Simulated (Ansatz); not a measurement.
# PbS (Galena): given cell or relaxed cell?

How far does the choice of cell move the gap? The case is PbS (Galena).

Method: PBE, HSE06 and G0W0, plane waves, PAW, in Ansatz 0.2.0.

The database entry behind the starting cell differs from later determinations by our own check (about 0.1 % short), so it need not match the best structure at ambient conditions.

## Step 1: The structure

It takes space group Fm-3m (No. 225, cubic). Conventional cell: a = 5.931 Å, b = 5.931 Å, c = 5.931 Å, α = 90.00°, β = 90.00°, γ = 90.00°. Nearest to Pb lie 6 S at 2.97 Å. Nearest to S lie 6 Pb at 2.97 Å. Farther neighbours and most contacts between anions are not listed.

The cell and positions come from the Crystallography Open Database and are kept as given unless a step says otherwise. Spin-orbit coupling is left out unless a step names it.

## Step 2: PBE bands at the given cell

Levels along a band path, at the cheap level, show where the edges lie and whether the meshes to come will hold them.

This step: DFT, PBE, plane waves, PAW; PAW set soft_1.

File input.yaml:

```yaml
crystal:
  lattice:
    - [0.0, 2.96575, 2.96575]
    - [2.96575, 0.0, 2.96575]
    - [2.96575, 2.96575, 0.0]
  atoms:
    - { symbol: Pb, position: [0.0, 0.0, 0.0] }
    - { symbol: S, position: [0.5, 0.5, 0.5] }
kpoints:
  mp_grid: { grid: [6, 6, 6] }
  band_path:
    path:
      - [[0.0, 0.0, 0.0], [0.5, 0.0, 0.5], [0.625, 0.25, 0.625]]
      - [[0.375, 0.375, 0.75], [0.0, 0.0, 0.0], [0.5, 0.5, 0.5], [0.5, 0.25, 0.75], [0.5, 0.0, 0.5]]
    npoints: 10
hamiltonian:
  xc: pbe
  pseudopotentials: { kind: paw, azcp: { folder: soft_1 } }
scf:
  occupations: { method: fermi_dirac, width: 0.02 }
  n_extra_bands: 4
output:
  eigenvalues: true
```

Command:

```sh
> ansatz run input.yaml --threads 24 --pin off --max-ram 82944MiB --backend cuda --events-out ev --progress --plain --runs-dir out --devices 1 --max-vram 78GiB
```

Numbers of over 12 decimals in the logs are rounded to 6 here.

The program printed:

```text
scf.n_extra_bands = 4 over 10 filled bands (N_el = 20.0): the run solves 14 bands
GPUs: using 1 of 1 available (devices: 1).
Engine: ansatz 0.2.0, aarch64-unknown-linux-gnu
Pseudopotentials: kind: paw
Pseudopotential: Pb, paw, valence charge 14, recommended cutoff 420 eV (normal), soft_1/Pb.paw.azcp
Pseudopotential: S, paw, valence charge 6, recommended cutoff 420 eV (normal), soft_1/S.paw.azcp
Functional definition: PBE
  parameter kappa = 0.804
  parameter beta = 0.066725
  exchange = pbe_x(kappa = kappa, mu = beta*pi^2/3)
  correlation = pbe_c(beta = beta)
device memory: the entry about to start is reckoned to put 0.7 GiB on a device that reports 180.4 GiB free (of which the cap on the GPU budget leaves the run 78.0 GiB)
GPU FFT provider: cuFFT
GPU libraries: cuBLAS 13.8.1, cuFFT 12.4.0, cuSOLVER 12.3.2
GPU matrix products: emulated (plane waves: as basis.precision tells), large ones in fixed point in workspaces of 1.00 GiB
Crystal: 2 atoms, lattice volume = 52.172 Å³
Basis set: ecut = 420 eV, 965 PW (Γ)
Bands: 14, of which v1, the nominal top of the filled ones, is band 10 counted from 1 (9 counted from 0)
Symmetry: 48 space group operations
Space group: Fm-3m (ITA 225), of the structure as read, at distance tolerance 3.7e-5 Å
k-points: 16 of 216
Non-local potential: Pb, projectors of the file, l = 0: 2, l = 1: 2, l = 2: 2, l = 3: 1
Non-local potential: S, projectors of the file, l = 0: 2, l = 1: 2, l = 2: 1
PAW form: soft (Blöchl's): semilocal exchange-correlation on the pseudo side does not see the compensation charge
PAW one-centre angular grid: Pb, 590 points (default); XC on 64 Gauss nodes
PAW one-centre angular grid: S, 110 points (default); XC on 64 Gauss nodes
Initial density: superposition of atomic densities (chi_scale 0.1, normalization cell, long waves kept (reshape's long-wave potential 0.00 eV rms))
Initial wavefunctions: pseudopotential atomic-orbital guess
GPU buffer pool allocated for 27000 grid points (all kernels)
GPU transforms: local potential and band sums: pruned to the plane-wave sphere, on 30×30×30
Functional: x = pbe(κ = 0.804, μ = 0.219515), c = pbe(β = 0.066725)
SCF iter   1: F=—  HF=-12812.264032 eV  |F-HF|=—  |Δ(HF+E_count)|=         —  Δρ=3.10e-2  dr2=1.11e0  ethr=3.10e-3  ⟨swp⟩=7.2  Hψ=1521  notcnv=0
preconditioner: auto → none  [insulator: Δε(μ)=0.743 eV  Ē_g=15.332 eV  σ=0.020 eV  W_gap=1.00  n_scr=14 (ndim 8)  ℏωp=23.0 eV  f_vac=0.000  D(μ)=0.00/eV (n_scr^D=0)  ε∞_Penn≈3.2]
SCF iter   2: F=—  HF=-12812.019310 eV  |F-HF|=—  |Δ(HF+E_count)|=   2.45e-1  Δρ=1.36e-2  dr2=1.89e-1  ethr=3.10e-3  ⟨swp⟩=2.1  Hψ=426  notcnv=0
SCF iter   3: F=—  HF=-12811.978180 eV  |F-HF|=—  |Δ(HF+E_count)|=   4.11e-2  Δρ=1.90e-3  dr2=1.49e-3  ethr=9.47e-4  ⟨swp⟩=2.9  Hψ=365  notcnv=0
SCF iter   4: F=—  HF=-12811.978515 eV  |F-HF|=—  |Δ(HF+E_count)|=   3.36e-4  Δρ=5.01e-4  dr2=6.63e-5  ethr=7.47e-6  ⟨swp⟩=2.0  Hψ=576  notcnv=0
SCF iter   5: F=—  HF=-12811.978529 eV  |F-HF|=—  |Δ(HF+E_count)|=   1.44e-5  Δρ=1.11e-4  dr2=2.30e-6  ethr=3.31e-7  ⟨swp⟩=2.0  Hψ=367  notcnv=0
SCF iter   6: F=-12811.978533 eV  HF=-12811.978534 eV  |F-HF|=8.20e-8  |Δ(HF+E_count)|=   4.04e-6  Δρ=1.09e-5  dr2=9.12e-8  ethr=5.00e-10  ⟨swp⟩=5.9  Hψ=928  notcnv=0
SCF 1 converged in 6 iterations: F = -12811.978533 eV  dr2 = 9.12e-8
[...]
device memory: the entry about to start is reckoned to put 0.9 GiB on a device that reports 182.5 GiB free (of which the cap on the GPU budget leaves the run 78.0 GiB)
NSCF: frozen V_eff on 62 k-points, pencils in batches of 32, up to order 64
SCF converged after 6 iterations
Free energy (F): -12811.978533 eV
Harris-Foulkes:  -12811.978534 eV  (|F-HF|=8.20e-8)
Internal energy: -12811.978532 eV  (E = F + TS)
E sigma→0 (E₀):  -12811.978533 eV
Entropy (-TS):   -0.000002 eV (-0.001 meV/atom)
Fermi energy:    8.747921 eV
--- Per-component energies (eV) ---
  E_band       = -52.840349
  E_kinetic    = 397.167388
  E_local      = -1188.181591  (includes V_loc(G=0)·N_el)
  E_nonlocal   = 339.499043
  E_hartree    = 447.400614
  E_xc         = -295.750658
  E_vxc        = -221.720054  (∫ρ·V_xc dr)
  E_paw        = -10998.756919  (= ΣΔE_a)
  E_vpaw       = -274.411800  (= ΣTr[D̂ρ^β])
  E_aug_tail   = -0.000006  (compensation charges beyond the density's cutoff)
  E_ewald      = -1513.356403
  E_smearing   = -0.000002  (= −TS)
  E_closure    = -0.000000  (closes the sum)
  Σ components = -12811.978533   (vs F -12811.978533, Δ=0.00e0)
--- Band table (eV; the first three rows and the last of 16) ---
  k-point 0: bands = [... 6 lower, 2.5299, 6.3906, 6.3906, 6.3906, 13.7847, 13.7847, 13.7847, 15.2683]
  k-point 1: bands = [... 6 lower, 1.7801, 6.4642, 6.4642, 6.9416, 11.9816, 12.5835, 12.5835, 15.2326]
  k-point 2: bands = [... 6 lower, 0.4375, 6.6541, 6.6541, 7.8314, 10.0392, 11.1237, 11.1237, 15.9280]
  k-point 15: bands = [... 6 lower, 0.7763, 3.7339, 4.5933, 6.7597, 11.7311, 12.8180, 13.6648, 15.4395]
```

The job ended after 1.8 s (1 × NVIDIA GB200 (shared by 2 runs) with 24 threads of Arm Neoverse V2, shared host; peak memory 1 GiB).

Numbers from this step:

```yaml
filled_bands: 10
gap: 0.3666 eV
valence_top_at: L
conduction_bottom_at: L
least_direct_gap: 0.3666 eV
```

The gap is direct, at (0.500, 0.500, 0.500).

## Step 3: The relaxed cell

Cell and ions were relaxed with PBE; that run is not shown. It left this cell:

It takes space group Fm-3m (No. 225, cubic). Conventional cell: a = 6.008 Å, b = 6.008 Å, c = 6.008 Å, α = 90.00°, β = 90.00°, γ = 90.00°. Nearest to Pb lie 6 S at 3.00 Å. Nearest to S lie 6 Pb at 3.00 Å. Farther neighbours and most contacts between anions are not listed.

## Step 4: PBE at the relaxed cell

The cell differs from the one that the last finished run ended in (a 4.194 → 4.248 Å, b 4.194 → 4.248 Å, c 4.194 → 4.248 Å).

Changes to input.yaml since step 2:

```diff
@@ -2,5 +2,5 @@
   lattice:
-    - [0.0, 2.96575, 2.96575]
-    - [2.96575, 0.0, 2.96575]
-    - [2.96575, 2.96575, 0.0]
+    - [0.0, 3.0040029413, 3.0040029413]
+    - [3.0040029413, 0.0, 3.0040029413]
+    - [3.0040029413, 3.0040029413, 0.0]
   atoms:
```

The program printed:

```text
[...]
GPUs: using 1 of 1 available (devices: 1).
[...]
GPU FFT provider: cuFFT
GPU libraries: cuBLAS 13.8.1, cuFFT 12.4.0, cuSOLVER 12.3.2
[...]
Crystal: 2 atoms, lattice volume = 54.216 Å³
Basis set: ecut = 420 eV, 1067 PW (Γ)
Bands: 14, of which v1, the nominal top of the filled ones, is band 10 counted from 1 (9 counted from 0)
[... 1 set-up line as in the run before ...]
[...]
Fermi energy:    8.176659 eV
[...]
--- Band table (eV; the first three rows and the last of 16) ---
  k-point 0: bands = [... 6 lower, 1.8614, 5.9804, 5.9804, 5.9804, 13.0700, 13.0700, 13.0700, 14.7669]
  k-point 1: bands = [... 6 lower, 1.2050, 6.0486, 6.0486, 6.4528, 11.3644, 11.9619, 11.9619, 14.6924]
  k-point 2: bands = [... 6 lower, -0.0101, 6.2247, 6.2247, 7.2633, 9.4720, 10.5759, 10.5759, 15.3504]
  k-point 15: bands = [... 6 lower, 0.2985, 3.4452, 4.2667, 6.2914, 11.1038, 12.2768, 12.9938, 14.7539]
[key lines of the parts left out:]
SCF converged after 7 iterations
Free energy (F): -12811.992214 eV
```

It took 1.6 s on 1 × NVIDIA GB200 (shared by 2 runs) with 24 threads; peak memory 0.97 GiB.

This step gave:

- gap: 0.5001 eV
- valence top at: L
- conduction bottom at: L
- least direct gap: 0.5001 eV

The gap is direct, at (0.500, 0.500, 0.500).

## Step 5: HSE06 at the relaxed cell

The screened hybrid is the usual rung above semilocal functionals: a quarter of exact exchange, cut off beyond a few ångström.

This step: DFT, HSE06, plane waves, PAW; PAW set soft_1.

input.yaml, the sections that differ from step 4:

```yaml
kpoints:
  mp_grid: { grid: [4, 4, 4] }
  band_path:
    path:
      - [0.0, 0.0, 0.0]
      - [0.5, 0.0, 0.5]
      - [0.625, 0.25, 0.625]
      - [0.375, 0.375, 0.75]
      - [0.5, 0.5, 0.5]
      - [0.5, 0.25, 0.75]
    npoints: 1
hamiltonian:
  xc: hse06
  pseudopotentials: { kind: paw, azcp: { folder: soft_1 } }
scf:
  occupations: { method: fixed }
  n_extra_bands: 4
# crystal, output: as in step 4
```

The program printed:

```text
[...]
GPUs: using 1 of 1 available (devices: 1).
[...]
davidson cushion auto → on  (no smearing: the cushion is to keep the highest requested band from converging to the state above it; pin scf.eigensolver.cushion to override)
[...]
GPU FFT provider: cuFFT
GPU libraries: cuBLAS 13.8.1, cuFFT 12.4.0, cuSOLVER 12.3.2
[...]
Crystal: 2 atoms, lattice volume = 54.216 Å³
Basis set: ecut = 420 eV, 1067 PW (Γ)
[...]
E sigma→0 (E₀):  -12815.950942 eV
Fermi energy:    7.626353 eV
[...]
--- Band table (eV; the first three rows and the last of 8) ---
  k-point 0: bands = [... 6 lower, 1.1941, 5.3365, 5.3365, 5.3365, 13.6022, 13.6022, 13.6022, 15.1908]
  k-point 1: bands = [... 6 lower, -0.3249, 5.4954, 5.4954, 6.4517, 10.5963, 11.5380, 11.5380, 15.2739]
  k-point 2: bands = [... 6 lower, -1.7509, 5.7124, 5.7124, 7.6264, 8.5857, 10.2503, 10.2503, 17.0883]
  k-point 7: bands = [... 6 lower, -0.7635, 2.9884, 2.9884, 6.5369, 10.4616, 13.0760, 13.0760, 16.6293]
[key lines of the parts left out:]
Free energy (F): -12815.950942 eV
```

Elapsed: 3.5 s, on 1 × NVIDIA GB200 (shared by 2 runs) with 24 threads; peak memory 1.1 GiB; 9 s of CPU time.

This step gave:

```yaml
gap: 0.9593 eV
valence_top_at: L
conduction_bottom_at: L
least_direct_gap: 0.9593 eV
```

The gap stands +0.46 eV against PBE.

## Step 6: G0W0 at the relaxed cell

Now the one-shot GW correction: screening in the RPA, then the self-energy of the levels asked for. This step takes PAW set soft_1 files.

This step: G0W0 on PBE, plane waves, PAW; PAW set soft_1.

File input.yaml:

```yaml
crystal:
  lattice:
    - [0.0, 3.0040029413, 3.0040029413]
    - [3.0040029413, 0.0, 3.0040029413]
    - [3.0040029413, 3.0040029413, 0.0]
  atoms:
    - { symbol: Pb, position: [0.0, 0.0, 0.0] }
    - { symbol: S, position: [0.5, 0.5, 0.5] }
kpoints:
  mp_grid: { grid: [4, 4, 4] }
hamiltonian:
  xc: pbe
  pseudopotentials: { kind: paw, azcp: { folder: soft_1 } }
scf:
  occupations: { method: fixed }
gw:
  n_empty_bands: 161
  ecut_chi: 120
  qp_bands: [v2, c2]
  qp_kpoints: band_edges
  screening: { model: contour_deformation }
```

The program printed:

```text
GPUs: using 1 of 1 available (devices: 1).
[...]
GPU FFT provider: cuFFT
GPU libraries: cuBLAS 13.8.1, cuFFT 12.4.0, cuSOLVER 12.3.2
[...]
Crystal: 2 atoms, lattice volume = 54.216 Å³
Basis set: ecut = 420 eV, 1067 PW (Γ)
Bands: 14, of which v1, the nominal top of the filled ones, is band 10 counted from 1 (9 counted from 0)
[... 1 set-up line as in the run before ...]
[...]
k-points: 8 of 64
[...]
5    11      9.4364    -8.9359    -3.5484   -12.4502  0.7331     9.4024     9.4022  root
     5    12     10.4455    -8.6602    -3.8358   -12.5565  0.7337    10.5062    10.5060  root
     7     9      3.8326   -16.0109     3.3688   -12.2711  0.6374     3.4399     3.4616  root
     7    10      7.0201   -17.7663     1.8525   -15.5957  0.7018     6.6901     6.7022  root
     7    11     10.1802    -8.3965    -3.8876   -12.3146  0.7359    10.2108    10.2107  root
     7    12     12.6159    -8.3397    -4.6759   -13.0628  0.6940    12.6633    12.6632  root
[key lines of the parts left out:]
SCF converged after 8 iterations
Free energy (F): -12811.978094 eV
Fermi energy:    7.927677 eV
```

Run time: 3.2 s. Hardware: 1 × NVIDIA GB200 (shared by 2 runs) with 24 threads; peak memory 1.2 GiB; 4.7 s of CPU time.

Numbers from this step:

```
bands summed                                 : 171
RPA ε∞ on this mesh (eigenvalues)            : 35.96, 35.96, 35.96
plane waves in the screening matrix          : 169
G0W0 gap on the mesh                         : 0.6527 eV
k of the valence top                         : 0, 0, -0.5
k of the conduction bottom                   : 0, 0, -0.5
starting gap on the mesh                     : 0.4983 eV
least direct G0W0 gap on the computed points : 0.6527 eV
```

The gap on the mesh goes from 0.50 eV to 0.65 eV, a correction of +0.15 eV. Between the two edge states, bare exchange in place of the xc potential would open the gap by 4.72 eV, and correlation takes back 4.57 eV.

## Step 7: G0W0 at the given cell

input.yaml, the sections that differ from step 6:

```yaml
crystal:
  lattice:
    - [0.0, 2.96575, 2.96575]
    - [2.96575, 0.0, 2.96575]
    - [2.96575, 2.96575, 0.0]
  atoms:
    - { symbol: Pb, position: [0.0, 0.0, 0.0] }
    - { symbol: S, position: [0.5, 0.5, 0.5] }
gw:
  n_empty_bands: 155
  ecut_chi: 120
  qp_bands: [v2, c2]
  qp_kpoints: band_edges
  screening: { model: contour_deformation }
# kpoints, hamiltonian, scf: as in step 6
```

The program printed:

```text
GPUs: using 1 of 1 available (devices: 1).
[...]
GPU FFT provider: cuFFT
GPU libraries: cuBLAS 13.8.1, cuFFT 12.4.0, cuSOLVER 12.3.2
[...]
Crystal: 2 atoms, lattice volume = 52.172 Å³
Basis set: ecut = 420 eV, 965 PW (Γ)
Bands: 14, of which v1, the nominal top of the filled ones, is band 10 counted from 1 (9 counted from 0)
[... 1 set-up line as in the run before ...]
[...]
k-points: 8 of 64
[...]
5    11     10.0004    -9.1412    -3.5767   -12.6736  0.7310     9.9562     9.9561  root
     5    12     11.0030    -8.8117    -3.8572   -12.7183  0.7266    11.0526    11.0524  root
     7     9      4.1387   -16.1797     3.4462   -12.3833  0.6333     3.7681     3.7885  root
     7    10      7.5375   -17.8920     1.8290   -15.7713  0.6976     7.2345     7.2459  root
     7    11     10.7584    -8.5506    -3.9187   -12.4890  0.7278    10.7780    10.7779  root
     7    12     13.2268    -8.2359    -4.7281   -12.9973  0.6911    13.2602    13.2601  root
[key lines of the parts left out:]
SCF converged after 7 iterations
Free energy (F): -12811.962961 eV
Fermi energy:    8.565214 eV
```

It took 2.8 s on 1 × NVIDIA GB200 (shared by 2 runs) with 24 threads; peak memory 1.2 GiB; 4.8 s of CPU time.

This step gave:

- bands summed: 165
- RPA ε∞ on this mesh (eigenvalues): 69.91, 69.91, 69.91
- plane waves in the screening matrix: 169
- G0W0 gap on the mesh: 0.4724 eV
- k of the valence top: 0, 0, -0.5
- k of the conduction bottom: 0, 0, -0.5
- starting gap on the mesh: 0.3651 eV
- least direct G0W0 gap on the computed points: 0.4724 eV

The gap on the mesh goes from 0.37 eV to 0.47 eV, a correction of +0.11 eV. Between the two edge states, bare exchange in place of the xc potential would open the gap by 4.63 eV, and correlation takes back 4.52 eV.

## Step 8: Together

G0W0 rows are gaps on the mesh, lowered by the amount that the mesh misses the start's edges, a rough step that assumes the same correction there.

| level | given cell (eV) | relaxed cell (eV) | change (eV) |
| --- | --- | --- | --- |
| PBE | 0.37 | 0.50 | +0.13 |
| HSE06 | - | 0.96 | - |
| G0W0@PBE | 0.47 | 0.65 | +0.18 |

## Step 9: Outcome

| Quantity | Value |
| --- | --- |
| volume change | +3.9 % |
| PBE, given cell | 0.37 eV |
| PBE, relaxed cell | 0.50 eV |
| HSE06, relaxed cell | 0.96 eV |
| G0W0@PBE, relaxed cell | 0.65 eV |
| G0W0@PBE, given cell | 0.47 eV |
| known limits | not at the basis limit; model gap, bands may invert with spin-orbit coupling; mesh may overstate the screening; no spin-orbit coupling; coarse k mesh |

In words: Relaxation changes the volume by +3.9 % and the gap by +0.13 eV (PBE) and +0.18 eV (G0W0@PBE). Bands and cutoff are finite, so the gap is not at the basis limit. The miss can reach some tenths of an eV and take either sign; the mesh is an error of its own. The 4×4×4 mesh is coarse for this cell (its supercell is 17 Å along the shortest edge). The RPA ε∞ on it, from the PBE start, is 69.91; such meshes misread the long-range screening, most where the gap is narrow. Where an edge is built on 6p states of lead, bismuth or thallium, scalar-relativistic gaps usually stand too wide, by a few tenths to over one eV. With atoms this heavy and so narrow a gap, spin-orbit coupling can invert the bands. These scalar-relativistic gaps are then model values, not to be set against experiment, and a spin-orbit change taken from DFT can't simply be added. The RPA ε∞ on this mesh reaches over 25; with a narrow direct gap a coarse mesh can overstate it, and the correction is then too small.

[Paths, hosts, dates, memory and timing lines, banners, echoed tables and standing remarks are left out of the program output.]

[Logs are printed without paths, hosts, clocks, repeated set-up lines and the standing remarks that a program may print on its own settings, such as how far it seeks lower states.]

[Runs of the session that timed out or met a known fault of the program may be left out.]

[Cells called generated may have been cut or substituted from an entry of the Crystallography Open Database or the Materials Project.]

[Hosts, paths, dates, database ids (printed as entryN), source tags and the programs' standing remarks are cut or masked in the printed files.]
